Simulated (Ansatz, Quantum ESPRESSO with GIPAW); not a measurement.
# NaI: NMR parameters from first principles

Wanted: NMR shieldings for each site of NaI.

**The experiment.** The 23Na shift is -2.9 ppm against aqueous Na+, in “Solid State Alkali Metal NMR Spectra and Magnetic Susceptibilities of Alkalides, Electrides and Their Related Compounds” (Jineun Kim, Ph.D. dissertation, Michigan State University, 1989). The 127I shift is 226.71 ppm against aqueous I-, in “Multinuclear Solid-State Magnetic Resonance Studies on 'Exotic' Quadrupolar Nuclei: Acquisition Methods, High-Order Effects, Quantum Chemical Computations” (Widdifield, PhD thesis, University of Ottawa, 2012), quoting earlier work.

Program: Quantum ESPRESSO with GIPAW 8.0dev (patched build). Level of theory: DFT, PBE, plane-wave PAW (pslibrary 1.0.0 recipes), scalar-relativistic, GIPAW; a patched development version of the program. Results are calculated unless marked as measured.

## 1. The structure

The structure is cubic, space group Fm-3m (No. 225). Conventional cell: a = 6.473 Å, b = 6.473 Å, c = 6.473 Å, α = 90.00°, β = 90.00°, γ = 90.00°. Nearest to I lie 6 Na at 3.24 Å. Nearest to Na lie 6 I at 3.24 Å. Farther neighbours and most contacts between anions are not listed.

The cell is an entry of the Crystallography Open Database.

## 2. The SCF step

GIPAW is a response on top of the ground state, so the wavefunctions come first. Their errors pass straight into the induced current, hence the tight threshold. No empty states are asked for: the response is solved without them. The mesh has a spacing of 0.29 Å⁻¹ at most. The PAW files were made with ld1.x from the pslibrary 1.0.0 recipes, with GIPAW reconstruction switched on.

scf.in

```
&control
  calculation = 'scf'
  prefix = 'x'
  outdir = './tmp/'
  pseudo_dir = './'
/
&system
  ibrav = 0
  nat = 2
  ntyp = 2
  ecutwfc = 75
  ecutrho = 450
  nbnd = 8
/
&electrons
  conv_thr = 1.0d-10
  mixing_beta = 0.7
  electron_maxstep = 100
/
ATOMIC_SPECIES
  I 126.904 I.pbe-n-kjpaw_psl.1.0.0-gipaw.UPF
  Na 22.990 Na.pbe-spn-kjpaw_psl.1.0.0-gipaw.UPF
CELL_PARAMETERS angstrom
  0.00000000 3.23640000 3.23640000
  3.23640000 0.00000000 3.23640000
  3.23640000 3.23640000 0.00000000
ATOMIC_POSITIONS crystal
  I 0.50000000 0.50000000 0.50000000
  Na 0.00000000 0.00000000 0.00000000
K_POINTS automatic
  6 6 6 0 0 0
```

The run is started by

```console
mpirun -np 4 pw.x -nk 4 -in scf.in > scf.out
```

Log:

```text
[...]
as large as its charge; the limit is 4.5
     Functions over the limit replaced by smooth ones with the moment of the charge, as mend_augmentation asks: 1
     This moves results (see INPUT_PW). Waves and levels in the save fit builds from 8.0dev_s219 on
     using ibrav=0 with symmetry is DISCOURAGED, use correct ibrav instead

     bravais-lattice index     =            0
     lattice parameter (alat)  =       8.6492  a.u.
     unit-cell volume          =     457.5233 (a.u.)^3
     number of atoms/cell      =            2
     number of atomic types    =            2
     number of electrons       =        16.00
     number of Kohn-Sham states=            8
     kinetic-energy cutoff     =      75.0000  Ry
     charge density cutoff     =     450.0000  Ry
     scf convergence threshold =      1.0E-10
     mixing beta               =       0.7000
     number of iterations used =            8  plain     mixing
     Exchange-correlation= SLA-PW-PBX-PBC
                           (   1   4   3   4   0   0   0)
[...]
I                 7.00   126.90400     I ( 1.00)
     Na                9.00    22.99000     Na( 1.00)

     48 Sym. Ops., with inversion, found
[...]
number of k points=    16
[...]
Dense  grid:    73889 G-vectors     FFT dimensions: (  60,  60,  60)

     Smooth grid:    39957 G-vectors     FFT dimensions: (  48,  48,  48)

     Initial potential from superposition of free atoms

     starting charge      15.9936, renormalised to      16.0000
     Starting wfcs are    9 randomized atomic wfcs

     Self-consistent Calculation

     iteration #  1     ecut=    75.00 Ry     beta= 0.70
     Davidson diagonalization with overlap
     ethr =  1.00E-02,  avg # of iterations =  1.0

     Threshold (ethr) on eigenvalues was too large:
     Diagonalizing with lowered threshold

     Davidson diagonalization with overlap
     ethr =  2.21E-04,  avg # of iterations =  3.1

     total energy              =    -488.33571169 Ry
     estimated scf accuracy    <       0.02155242 Ry

     iteration #  2     ecut=    75.00 Ry     beta= 0.70
     Davidson diagonalization with overlap
     ethr =  1.35E-04,  avg # of iterations =  2.1

     total energy              =    -488.34232668 Ry
     estimated scf accuracy    <       0.00191347 Ry

     iteration #  3     ecut=    75.00 Ry     beta= 0.70
[...]
total energy              =    -488.34297062 Ry
     estimated scf accuracy    <       0.00020922 Ry

[...]
total energy              =    -488.34312359 Ry
[...]
iteration # 12     ecut=    75.00 Ry     beta= 0.70
     Davidson diagonalization with overlap
     ethr =  8.30E-12,  avg # of iterations =  1.1

     total energy              =    -488.34312359 Ry
     estimated scf accuracy    <          2.8E-09 Ry

     iteration # 13     ecut=    75.00 Ry     beta= 0.70
     Davidson diagonalization with overlap
     ethr =  8.30E-12,  avg # of iterations =  4.8

     End of self-consistent calculation
     [one-electron energies left out]

!    total energy              =    -488.34312359 Ry
     total all-electron energy =    -14557.958876 Ry
     estimated scf accuracy    <          1.1E-11 Ry

     The total energy is the sum of the following terms:
     one-electron contribution =     -84.90545130 Ry
     hartree contribution      =      48.69924571 Ry
     xc contribution           =     -30.54863252 Ry
     ewald contribution        =     -59.95333953 Ry
     one-center paw contrib.   =    -361.63494596 Ry

     convergence has been achieved in  13 iterations
[...]
JOB DONE.
```

Wall time 8.8 s (4 MPI ranks of Intel Xeon 6975P-C (Granite Rapids), shared host); peak memory 0.65 GiB; 34 s of CPU time.

It converged in 13 cycles to an estimated accuracy of 1e-11 Ry, on 16 irreducible k-points.

## 3. Shieldings

The job finds the current that a weak uniform field induces (applied as a long wave, q_gipaw) and the field that this current makes at each nucleus. On atoms with p or d valence electrons much of the paramagnetic part arises close to the nucleus, where the PAW partial waves rebuild the true states. pawproj makes the reconstruction use the PAW data sets' own projectors.

nmr.in

```
&inputgipaw
  job = 'nmr'
  prefix = 'x'
  tmp_dir = './tmp/'
  restart_mode = 'from_scratch'
  verbosity = 'low'
  q_gipaw = 0.01
  spline_ps = .true.
  conv_threshold = 1.0d-14
  use_nmr_macroscopic_shape = .false.
  pawproj(1) = .true.
  pawproj(2) = .true.
/
```

The run is started by

```console
mpirun -np 4 gipaw.x -in nmr.in > nmr.out
```

Log:

```text
[banner, memory and clock lines left out]
[a note of our patched build left out]

     Parallelizing q-star over 1 images

     IMPORTANT: XC functional enforced from input :
     Exchange-correlation= PBE
                           (   1   4   3   4   0   0   0)
     Any further DFT definition will be discarded
     Please, verify this is what you really want

     In I.pbe-n-kjpaw_psl.1.0.0-gipaw.UPF the largest augmentation function (projectors 1 and 4, L = 1) is 6.9 times
     as large as its charge; the limit is 4.5
     Functions over the limit replaced by smooth ones with the moment of the charge, as in the saved run: 1

[...]
alpha_pv=    101.0619 eV

     spline_ps is .false., expect some extrapolation errors

     q-space interpolation up to    90.00 Rydberg

     GIPAW job: nmr
     NMR macroscopic correction: no
[...]
Computing the magnetic susceptibility     isolve=0    ethr=  0.1000E-13
     Starting from scratch
     k-point #    1 of    16      pool #  1    cpu time:       1.1
[...]
End of magnetic susceptibility calculation

     f-sum rule (1st term):
           -13.9077         -0.0000          0.0000
            -0.0000        -13.9077         -0.0000
             0.0000         -0.0000        -13.9077

     f-sum rule (2nd term):
            -0.3862          0.0000         -0.0000
             0.0000         -0.3862          0.0000
            -0.0000          0.0000         -0.3862

     f-sum rule (should be   -14.2876):
           -14.2939         -0.0000          0.0000
            -0.0000        -14.2939         -0.0000
             0.0000         -0.0000        -14.2939

[... susceptibilities left out ...]
     Contributions to the NMR chemical shifts: -------------------------------

     Macroscopic shape contribution in ppm:                    0.00
             0.0000          0.0000          0.0000
             0.0000          0.0000          0.0000
             0.0000          0.0000          0.0000

     Core contribution in ppm:

     Atom  1  I   pos: (  0.707107  0.707107  0.707107)  core sigma:        5697.05
     Atom  2  Na  pos: (  0.000000  0.000000  0.000000)  core sigma:         377.27

     Bare contribution in ppm:

     Atom  1  I   pos: (  0.707107  0.707107  0.707107)  bare sigma:          55.28
[...]
Atom  2  Na  pos: (  0.000000  0.000000  0.000000)  bare sigma:         124.85
[...]
Diamagnetic contribution in ppm:

     Atom  1  I   pos: (  0.707107  0.707107  0.707107)  dia sigma:          -1.87
[...]
Atom  2  Na  pos: (  0.000000  0.000000  0.000000)  dia sigma:         108.34
[...]
Paramagnetic contribution in ppm:

     Atom  1  I   pos: (  0.707107  0.707107  0.707107)  para sigma:       -1788.34
[...]
Atom  2  Na  pos: (  0.000000  0.000000  0.000000)  para sigma:         598.83
[...]
Paramagnetic US occ-occ contribution in ppm:

     Atom  1  I   pos: (  0.707107  0.707107  0.707107)  para_oo sigma:          -0.22
[...]
Atom  2  Na  pos: (  0.000000  0.000000  0.000000)  para_oo sigma:          -1.94
[...]
Paramagnetic US L_R Q_R contribution in ppm:

     Atom  1  I   pos: (  0.707107  0.707107  0.707107)  para_lq sigma:         801.84
[...]
Atom  2  Na  pos: (  0.000000  0.000000  0.000000)  para_lq sigma:        -665.92
[...]
Total NMR chemical shifts in ppm: ---------------------------------------
     (adopting the Simpson convention for anisotropy and asymmetry)-----------

     Atom  1  I   pos: (  0.707107  0.707107  0.707107)  Total sigma:        4763.76
          4763.7565         -0.0000          0.0000
            -0.0000       4763.7565          0.0000
             0.0000          0.0000       4763.7565

     I       1    anisotropy:     -0.00    eta:    0.0000
[...]
Atom  2  Na  pos: (  0.000000  0.000000  0.000000)  Total sigma:         541.43
           541.4327          0.0000          0.0000
            -0.0000        541.4327          0.0000
             0.0000          0.0000        541.4327

     Na      2    anisotropy:     -0.00    eta:    0.0000
[...]
```

Run time: 42 s. Hardware: 4 MPI ranks; peak memory 0.42 GiB; 2.8 min of CPU time.

The f-sum rule is met to 0.0063 of 14.3 (0.04 %). Converged shieldings require that this miss be small, but a small miss does not prove them. This build smooths some augmentation functions of the files as it reads them, which, it says, moves results; by how much was not measured here.

From the symmetric part of each tensor, with principal values σ11 ≤ σ22 ≤ σ33: σ_iso is their mean, the span is σ33 − σ11 and the skew 3(σ_iso − σ22)/span. (gipaw.x prints an anisotropy in another convention.)

| site | atom no. | atoms in cell | σ_iso (ppm) | span (ppm) | skew |
| --- | --- | --- | --- | --- | --- |
| I | 1 | 1 | 4764 | 0 | - |
| Na | 2 | 1 | 541.4 | 0.0 | - |

The macroscopic shape term is switched off. For a spherical sample the valence susceptibility of this run would add about 8 ppm to every site, a rough estimate, since the susceptibility converges slowly and lacks part of the PAW terms. Differences within the crystal don't depend on it, but shieldings of different compounds can't be compared to better than a few ppm without it.

I and Na sit on cubic site symmetry, where the tensor must be isotropic.

The quadrupolar nuclei (23Na and 127I) sit on sites where the field gradient vanishes by symmetry, so they have no quadrupolar coupling.

## 4. Sites, surroundings and shifts

Covalently bonded atoms count as neighbours within 1.18 times the sum of their radii. Otherwise a cation's neighbours lie within 1.2 times its shortest bond (1.3 for large cations, each anion's radius taken off where they differ), and an anion's are the cations that count it.

```
site  atom no.  atoms in cell  surroundings  bonds (Å)  σ_iso (ppm)
   I         1              1  bound to Na6      3.236         4764
  Na         2              1          NaI6      3.236        541.4
```

## 5. Other settings and structures

Each row names what was changed: another mesh tests the sampling of the zone; another functional shows how far the paramagnetic term hangs on the exchange-correlation form; another cutoff tests the basis.

Changes of σ_iso (ppm) against the run above (PBE, cutoffs 75 and 450 Ry, mesh 6×6×6, 3.3 min). Times are CPU times of pw.x and gipaw.x together, on 4 MPI ranks of Intel Xeon 6975P-C (Granite Rapids), shared host; on a shared host they are rough. A run is marked as doubtful where the f-sum miss passes 0.015 electrons, or that much for each three atoms in larger cells (with Tl, Pb, Hg, Bi or Sn a third of that, or a mesh spacing over 0.26 Å⁻¹), or where the susceptibility is unphysically large.

```
                           run  CPU time  f-sum miss       I    Na
                    mesh 7×7×7   4.1 min      0.0028   +13.4  +0.3
                           LDA   3.2 min      0.0079  -153.3  -8.3
cutoffs 55 and 330 Ry (marked)     3 min       0.015    -0.0  -2.3
           mesh 4×4×4 (marked)   1.8 min       0.085  -203.2  -5.8
                      Wu-Cohen   3.5 min      0.0070   -50.3  -0.3
         cutoffs 90 and 540 Ry   4.8 min      0.0043    +0.4  +1.5
```

The largest move is -203.2 ppm, on I, from mesh 4×4×4.

## 6. A run with a fault

One more run, with a slip of the kind that is easily made.

Changes to scf.in since step 2:

```diff
@@ -30,2 +30,2 @@
 K_POINTS automatic
-  6 6 6 0 0 0
+  1 1 1 0 0 0
```

The run is started by

```console
mpirun -np 4 pw.x -in scf.in > scf.out
```

This SCF reached its threshold; then the response:

nmr.in is that of step 3.

The run is started by

```console
mpirun -np 4 gipaw.x -in nmr.in > nmr.out
```

Log:

```text
[banner, memory and clock lines left out]
[a note of our patched build left out]

     Parallelizing q-star over 1 images

     IMPORTANT: XC functional enforced from input :
     Exchange-correlation= PBE
                           (   1   4   3   4   0   0   0)
     Any further DFT definition will be discarded
     Please, verify this is what you really want

     In I.pbe-n-kjpaw_psl.1.0.0-gipaw.UPF the largest augmentation function (projectors 1 and 4, L = 1) is 6.9 times
     as large as its charge; the limit is 4.5
     Functions over the limit replaced by smooth ones with the moment of the charge, as in the saved run: 1

[...]
alpha_pv=    104.3944 eV

     spline_ps is .false., expect some extrapolation errors

     q-space interpolation up to    90.00 Rydberg

     GIPAW job: nmr
     NMR macroscopic correction: no
[...]
Computing the magnetic susceptibility     isolve=0    ethr=  0.1000E-13
     Starting from scratch
     k-point #    1 of     1      pool #  1    cpu time:       1.1

     End of magnetic susceptibility calculation

[...]
Paramagnetic contribution in ppm:

     Atom  1  I   pos: (  0.707107  0.707107  0.707107)  para sigma:      -60589.18
[...]
Atom  2  Na  pos: (  0.000000  0.000000  0.000000)  para sigma:          51.13
[...]
Paramagnetic US occ-occ contribution in ppm:

     Atom  1  I   pos: (  0.707107  0.707107  0.707107)  para_oo sigma:          11.98
[...]
Atom  2  Na  pos: (  0.000000  0.000000  0.000000)  para_oo sigma:          29.30
[...]
Paramagnetic US L_R Q_R contribution in ppm:

     Atom  1  I   pos: (  0.707107  0.707107  0.707107)  para_lq sigma:         760.85
[...]
Atom  2  Na  pos: (  0.000000  0.000000  0.000000)  para_lq sigma:        -669.19
[...]
Total NMR chemical shifts in ppm: ---------------------------------------
     (adopting the Simpson convention for anisotropy and asymmetry)-----------

     Atom  1  I   pos: (  0.707107  0.707107  0.707107)  Total sigma:      -54729.65
[...]
I       1    anisotropy:      0.00    eta:    0.0000
[...]
Atom  2  Na  pos: (  0.000000  0.000000  0.000000)  Total sigma:           3.54
[...]
Na      2    anisotropy:     -0.00    eta:    0.0000
[...]
```

Run time: 4.7 s. Hardware: 4 MPI ranks; peak memory 0.41 GiB.

The run ends without an error, but the fault (Gamma alone for a small cell) moves σ_iso of I by -59493.4 ppm (both without the shape term); the f-sum rule is missed by 8.9 electrons. Its numbers are not to be used. The induced current is an integral over the zone, which one k-point of a small cell samples far too coarsely.

## 7. Against experiment

Without a fitted line the measured shift still tests the calculation: for an exact theory σ + δ is one number for all compounds of a nucleus, up to the shape term, which is left out of σ and differs by some ppm between compounds.

| nucleus, site | σ_iso (ppm) | measured δ (ppm) | σ + δ (ppm) | σ + δ of other compounds, same level |
| --- | --- | --- | --- | --- |
| 23Na, Na | 541.4 | -2.9 | 538.5 | NaCl 545.4, NaF 543.3 |
| 127I, I | 4764 | 226.71 | 4990 | KI 5041 |

## 8. Outcome

| Property | Result |
| --- | --- |
| 23Na shielding without shape term | 541.4 ppm |
| 127I shielding without shape term | 4764 ppm |

23Na has one site (NaI6), with isotropic shielding 541.4 ppm (shape term left out). A shift needs a reference, δ = σ_ref − σ, fixed on measured compounds; for 23Na of this kind at this level too few were at hand, or they scattered too widely about a line, so none is given. For 23Na, σ + δ is 538.5 ppm here and 544.4 ppm on average over 2 other sites: with that reference and slope one the shift would be off by +5.8 ppm. For 127I, σ + δ is 4990 ppm here and 5041 ppm in KI: with that reference and slope one the shift would be off by +50 ppm. Going to mesh 7×7×7 changes no isotropic shielding by more than 13.5 ppm, a first measure of the error left in that respect. Going to cutoffs 90 and 540 Ry changes no isotropic shielding by more than 1.5 ppm, a first measure of the error left in that respect. The largest change with the functional is 153.3 ppm in absolute shielding; part of that drops out once each functional has its own reference line. Spin-orbit coupling is missing, which matters for I. The scalar-relativistic files are used with non-relativistic response operators, which weighs most on the heavy atoms' own shieldings. This build of gipaw.x prints that it is not audited and that its numbers are no references by themselves. It also reports spline_ps as false although the input sets it; why was not traced.

[Banner, clock, file and message-heading lines were taken out of the pw.x and gipaw.x logs.]

[Logs are printed without paths, hosts, clocks, repeated set-up lines and the standing remarks that a program may print on its own settings, such as how far it seeks lower states.]

[Hosts, paths, dates, database ids (printed as entryN), source tags and the programs' standing remarks are cut or masked in the printed files.]

[Where no reference line passes its bar on scatter, no shift is given, so a measured shift of this compound may stand uncompared.]
